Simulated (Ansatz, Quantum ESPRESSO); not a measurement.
# PrAl3 (Pm-3m): zone-centre phonons, part 2 of 3

Aim: the zone-centre modes of PrAl3 (Pm-3m).

Quantum ESPRESSO 7.5; DFT PBEsol, scalar-relativistic, plane waves, PseudoDojo norm-conserving, 4f in core pseudopotentials.

So far. Step 2 (A first look): No gap opens on this mesh, so smearing is kept; the start stands at -1.3 GPa. Step 4 (Self-consistent run for the response): The cell stands at -0.0070 GPa, close enough for phonons. The relaxed cell has a = 4.338 Å (conventional setting).

### Step 5. Zone-centre response

At q = 0 one unit cell holds all displacements; symmetry groups them into irreducible representations that are solved one by one. With smeared occupations no response to a homogeneous field can be asked.

The input, ph.in:

```
phonons
 &inputph
    prefix='x',
    outdir='./tmp',
    fildyn='g.dyn',
    tr2_ph=1.0d-18,
    alpha_mix(1)=0.4,
    nmix_ph=8,
 /
0.000000000 0.000000000 0.000000000
```

The run is started by

```bash
> OMP_NUM_THREADS=1 mpirun -n 4 ph.x -nk 4 -in ph.in > ph.out
```

Log:

```text
[banners, grids, parts of the stress and lines that vanish by symmetry left out]
[banner, memory and clock lines left out]
Program PHONON v.7.5

     ./tmp/x.save/

     IMPORTANT: XC functional enforced from input :
     Exchange-correlation= PBESOL
                           (   1   4  10   8   0   0   0)
     Any further DFT definition will be discarded
     Please, verify this is what you really want

     G-vector sticks info

     Reading collected, re-writing distributed wavefunctions in ./tmp/

     Number and degeneracy of irreps per q-point
       N         xq(1)         xq(2)         xq(3)   N irreps
       1   0.000000000   0.000000000   0.000000000       4
        3   3   3   3

     Calculation of q =    0.0000000   0.0000000   0.0000000

     phonons

     bravais-lattice index     =            1
     lattice parameter (alat)  =       8.1981  a.u.
     unit-cell volume          =     550.9843 (a.u.)^3
     number of atoms/cell      =            4
     number of atomic types    =            2
     kinetic-energy cut-off    =      44.0000  Ry
     charge density cut-off    =     176.0000  Ry
     convergence threshold     =      1.0E-18
     beta                      =       0.4000
     number of iterations used =            8
     Exchange-correlation= PBESOL
                           (   1   4  10   8   0   0   0)

     celldm(1)=    8.19810  celldm(2)=    0.00000  celldm(3)=    0.00000
     celldm(4)=    0.00000  celldm(5)=    0.00000  celldm(6)=    0.00000

     crystal axes: (cart. coord. in units of alat)
               a(1) = (  1.0000  0.0000  0.0000 )
               a(2) = (  0.0000  1.0000  0.0000 )
               a(3) = (  0.0000  0.0000  1.0000 )

     reciprocal axes: (cart. coord. in units 2 pi/alat)
               b(1) = (  1.0000  0.0000  0.0000 )
               b(2) = (  0.0000  1.0000  0.0000 )
               b(3) = (  0.0000  0.0000  1.0000 )

     Atoms inside the unit cell:

     Cartesian axes

     site n.  atom      mass           positions (alat units)
        1  Pr    140.9077   tau(    1) = (    0.00000    0.00000    0.00000  )
        2  Al     26.9815   tau(    2) = (    0.00000    0.50000    0.50000  )
        3  Al     26.9815   tau(    3) = (    0.50000    0.00000    0.50000  )
        4  Al     26.9815   tau(    4) = (    0.50000    0.50000    0.00000  )

     Computing dynamical matrix for
                    q = (   0.0000000   0.0000000   0.0000000 )

     49 Sym.Ops. (with q -> -q+G )

     G cutoff =  299.6257  (  21823 G-vectors)     FFT grid: ( 36, 36, 36)

     number of k points=    35  Marzari-Vanderbilt smearing, width (Ry)=  0.0200
                       cart. coord. in units 2pi/alat
        k(    1) = (   0.0000000   0.0000000   0.0000000), wk =   0.0039062
        k(    2) = (   0.0000000   0.0000000   0.1250000), wk =   0.0234375
        k(    3) = (   0.0000000   0.0000000   0.2500000), wk =   0.0234375
        [... further k-points left out ...]

     PseudoPot. # 1 for Pr read from file:
     ./pseudo/Pr.upf
     Pseudo is Norm-conserving + core correction, Zval = 11.0
     Using radial grid of 1772 points,  7 beta functions with:
                l(1) =   0
                l(2) =   0
                l(3) =   1
                l(4) =   1
                l(5) =   2
                l(6) =   2
                l(7) =   3

     PseudoPot. # 2 for Al read from file:
     ./pseudo/Al.upf
     Pseudo is Norm-conserving + core correction, Zval =  3.0
     Using radial grid of 1876 points,  6 beta functions with:
                l(1) =   0
                l(2) =   0
                l(3) =   1
                l(4) =   1
                l(5) =   2
                l(6) =   2

     Mode symmetry, O_h (m-3m)  point group:

     Atomic displacements:
     There are    4 irreducible representations

     Representation     1      3 modes -  To be done

     Representation     2      3 modes -  To be done

     Representation     3      3 modes -  To be done

     Representation     4      3 modes -  To be done

     Alpha used in Ewald sum =   1.7000

     Representation #   1 modes #   1   2   3

     Self-consistent Calculation
      thresh= 1.000E-02 alpha_mix =  0.400 |ddv_scf|^2 =  7.584E-08
      thresh= 2.754E-05 alpha_mix =  0.400 |ddv_scf|^2 =  4.028E-10
      thresh= 2.007E-06 alpha_mix =  0.400 |ddv_scf|^2 =  1.112E-10
      thresh= 1.054E-06 alpha_mix =  0.400 |ddv_scf|^2 =  4.650E-12
      thresh= 2.156E-07 alpha_mix =  0.400 |ddv_scf|^2 =  3.571E-14
      thresh= 1.890E-08 alpha_mix =  0.400 |ddv_scf|^2 =  1.910E-15
      thresh= 4.370E-09 alpha_mix =  0.400 |ddv_scf|^2 =  1.355E-16
      thresh= 1.164E-09 alpha_mix =  0.400 |ddv_scf|^2 =  1.722E-18
      thresh= 1.312E-10 alpha_mix =  0.400 |ddv_scf|^2 =  3.050E-20

     End of self-consistent calculation

     Convergence has been achieved

     Representation #   2 modes #   4   5   6

     Self-consistent Calculation
      thresh= 1.000E-02 alpha_mix =  0.400 |ddv_scf|^2 =  1.614E-08
      thresh= 1.271E-05 alpha_mix =  0.400 |ddv_scf|^2 =  3.346E-10
      thresh= 1.829E-06 alpha_mix =  0.400 |ddv_scf|^2 =  9.327E-11
      thresh= 9.658E-07 alpha_mix =  0.400 |ddv_scf|^2 =  3.802E-12
      thresh= 1.950E-07 alpha_mix =  0.400 |ddv_scf|^2 =  2.253E-14
[...]
End of self-consistent calculation

     Convergence has been achieved

     Representation #   3 modes #   7   8   9

     Self-consistent Calculation
[...]
End of self-consistent calculation

     Convergence has been achieved

     Representation #   4 modes #  10  11  12

     Self-consistent Calculation
[...]
thresh= 4.068E-06 alpha_mix =  0.400 |ddv_scf|^2 =  3.934E-10
      thresh= 1.984E-06 alpha_mix =  0.400 |ddv_scf|^2 =  2.013E-11
      thresh= 4.487E-07 alpha_mix =  0.400 |ddv_scf|^2 =  3.022E-13
      thresh= 5.498E-08 alpha_mix =  0.400 |ddv_scf|^2 =  9.113E-15
      thresh= 9.546E-09 alpha_mix =  0.400 |ddv_scf|^2 =  2.224E-16
      thresh= 1.491E-09 alpha_mix =  0.400 |ddv_scf|^2 =  1.526E-17
      thresh= 3.906E-10 alpha_mix =  0.400 |ddv_scf|^2 =  2.054E-20

     End of self-consistent calculation

     Convergence has been achieved

     Number of q in the star =    1
     List of q in the star:
          1   0.000000000   0.000000000   0.000000000

     Diagonalizing the dynamical matrix

     q = (    0.000000000   0.000000000   0.000000000 )

 **************************************************************************
     freq (    1) =      -0.124209 [THz] =      -4.143152 [cm-1]
     freq (    2) =      -0.124209 [THz] =      -4.143152 [cm-1]
     freq (    3) =      -0.124209 [THz] =      -4.143152 [cm-1]
     freq (    4) =       4.390458 [THz] =     146.449926 [cm-1]
     freq (    5) =       4.390458 [THz] =     146.449926 [cm-1]
     freq (    6) =       4.390458 [THz] =     146.449926 [cm-1]
     freq (    7) =       7.028120 [THz] =     234.432864 [cm-1]
     freq (    8) =       7.028120 [THz] =     234.432864 [cm-1]
     freq (    9) =       7.028120 [THz] =     234.432864 [cm-1]
     freq (   10) =       8.059840 [THz] =     268.847335 [cm-1]
     freq (   11) =       8.059840 [THz] =     268.847335 [cm-1]
     freq (   12) =       8.059840 [THz] =     268.847335 [cm-1]
 **************************************************************************

     Mode symmetry, O_h (m-3m)  point group:

     freq (   1-   3) =         -4.1  [cm-1]   --> T_1u G_15  G_4- I
     freq (   4-   6) =        146.4  [cm-1]   --> T_1u G_15  G_4- I
     freq (   7-   9) =        234.4  [cm-1]   --> T_2u G_25  G_5-
     freq (  10-  12) =        268.8  [cm-1]   --> T_1u G_15  G_4- I
```

Run time: 2.4 min. Hardware: 4 MPI ranks of Arm Neoverse V2, shared host.

Read from the output:

- largest acoustic frequency at the zone centre before the sum rule: -4.14 cm⁻¹
- highest optical zone-centre mode (no LO-TO term): 268.9 cm⁻¹
- lowest optical zone-centre mode: 146.4 cm⁻¹

Optical modes; normalised displacements of the dynamical-matrix file. The modes at Γ (shares of kinetic energy by element, %):

```
mode  frequency (cm⁻¹)  symmetry  Pr %  Al %
   1             146.4       T1u    13    87
   2             146.4       T1u    13    87
   3             146.4       T1u    13    87
   4             234.4       T2u     0   100
   5             234.4       T2u     0   100
   6             234.4       T2u     0   100
   7             268.8       T1u    24    76
   8             268.8       T1u    24    76
   9             268.8       T1u    24    76
```

Displacements in mode 2 (146.4 cm⁻¹), the largest set to 1:
```
Pr1  0.01  0.00 -0.17
Al2 -0.03  0.00 -0.06
Al3  0.00 -0.02 -0.06
Al4  0.00  0.00  1.00
```

Displacements in mode 5 (234.4 cm⁻¹), the largest set to 1:
```
Pr1  0.00  0.00  0.00
Al2  0.00  0.42 -1.00
Al3 -0.44  0.00  1.00
Al4  0.44 -0.42  0.00
```

The acoustic modes at Γ come out as far as 4.1 cm⁻¹ from zero, where they should vanish, a small numerical error.

### Step 6. Modes with the sum rule

A rigid shift of the crystal must cost nothing, but grids and finite bases break this; the acoustic sum rule is imposed before the matrix is diagonalised again.

The input, dynmat.in:

```
 &input
    fildyn='g.dyn',
    asr='simple',
 /
```

The run is started by

```bash
> dynmat.x -in dynmat.in > dynmat.out
```

Log:

```text
[banner, memory and clock lines left out]
Program DYNMAT v.7.5

     Reading Dynamical Matrix from file g.dyn
     ...Force constants read
     ...epsilon and Z* not read (not found on file)
     A direction for q was not specified:TO-LO splitting will be absent

     Polarizability (A^3 units)
     multiply by 1.000000 for Clausius-Mossotti correction
         0.000000    0.000000    0.000000
         0.000000    0.000000    0.000000
         0.000000    0.000000    0.000000

     IR activities are in (D/A)^2/amu units

# mode   [cm-1]    [THz]      IR
    1     -0.00   -0.0000    0.0000
    2     -0.00   -0.0000    0.0000
    3      0.00    0.0000    0.0000
    4    146.49    4.3916    0.0000
    5    146.49    4.3916    0.0000
    6    146.49    4.3916    0.0000
    7    234.45    7.0285    0.0000
    8    234.45    7.0285    0.0000
    9    234.45    7.0285    0.0000
   10    268.87    8.0604    0.0000
   11    268.87    8.0604    0.0000
   12    268.87    8.0604    0.0000

[end of the log left out, with the tail of the file of modes that dynmat.x writes under the same name]
```

Run time: 0.47 s. Hardware: 1 thread.

Read from the output:

```yaml
lowest_optical_zone_centre_mode: 146.5 cm⁻¹
```

Zone-centre frequencies as printed; negative means imaginary. Modes:

```
mode  frequency (cm⁻¹)
   1                 0
   2                 0
   3                 0
   4             146.5
   5             146.5
   6             146.5
   7             234.4
   8             234.4
   9             234.4
  10             268.9
  11             268.9
  12             268.9
```

The rule moves no optical mode by more than 0.1 cm⁻¹.

### Step 7. Sum rules set otherwise: a sum rule for molecules or wires on a crystal

This rule also removes rotations, which suits wires and not a crystal; it is tried to see the harm.

The input, dynmat.in:

```
 &input
    fildyn='g.dyn',
    asr='one-dim',
 /
```

The run is started by

```bash
> dynmat.x -in dynmat.in > dynmat.out
```

Log:

```text
[banner, memory and clock lines left out]
Program DYNMAT v.7.5

     Reading Dynamical Matrix from file g.dyn
     ...Force constants read
     ...epsilon and Z* not read (not found on file)
asr rotation axis in 1D system=    3
     Acoustic Sum Rule: || Z*(ASR) - Z*(orig)|| =    0.000000E+00
     Acoustic Sum Rule: ||dyn(ASR) - dyn(orig)||=    1.756952E-01
     A direction for q was not specified:TO-LO splitting will be absent

     Polarizability (A^3 units)
     multiply by 1.000000 for Clausius-Mossotti correction
         0.000000    0.000000    0.000000
         0.000000    0.000000    0.000000
         0.000000    0.000000    0.000000

     IR activities are in (D/A)^2/amu units

# mode   [cm-1]    [THz]      IR
    1     -0.00   -0.0000    0.0000
    2     -0.00   -0.0000    0.0000
    3     -0.00   -0.0000    0.0000
    4      0.00    0.0000    0.0000
    5    146.42    4.3897    0.0000
    6    146.42    4.3897    0.0000
    7    187.64    5.6254    0.0000
    8    234.43    7.0281    0.0000
    9    234.43    7.0281    0.0000
   10    268.82    8.0590    0.0000
   11    268.82    8.0590    0.0000
   12    289.62    8.6827    0.0000

[end of the log left out, with the tail of the file of modes that dynmat.x writes under the same name]
```

It took 0.47 s on 1 thread.

The program raised no error, yet the settings are not those of a careful run.

The fault: a sum rule for molecules or wires on a crystal; 1 optical mode is projected out to zero frequency, as if it were a rotation.

For a crystal the rule has to be 'simple' or 'crystal'.

Zone-centre frequencies as printed; negative means imaginary. Modes:

```
mode  frequency (cm⁻¹)
   1                 0
   2                 0
   3                 0
   4                 0
   5             146.4
   6             146.4
   7             187.6
   8             234.4
   9             234.4
  10             268.8
  11             268.8
  12             289.6
```

(Continued in part 3 of 3.)

[Host names and launcher messages were left out of these logs when they were recorded.]

[Logs are printed without paths, hosts, clocks, repeated set-up lines and the standing remarks that a program may print on its own settings, such as how far it seeks lower states.]

[Hosts, paths, dates, database ids (printed as entryN), source tags and the programs' standing remarks are cut or masked in the printed files.]
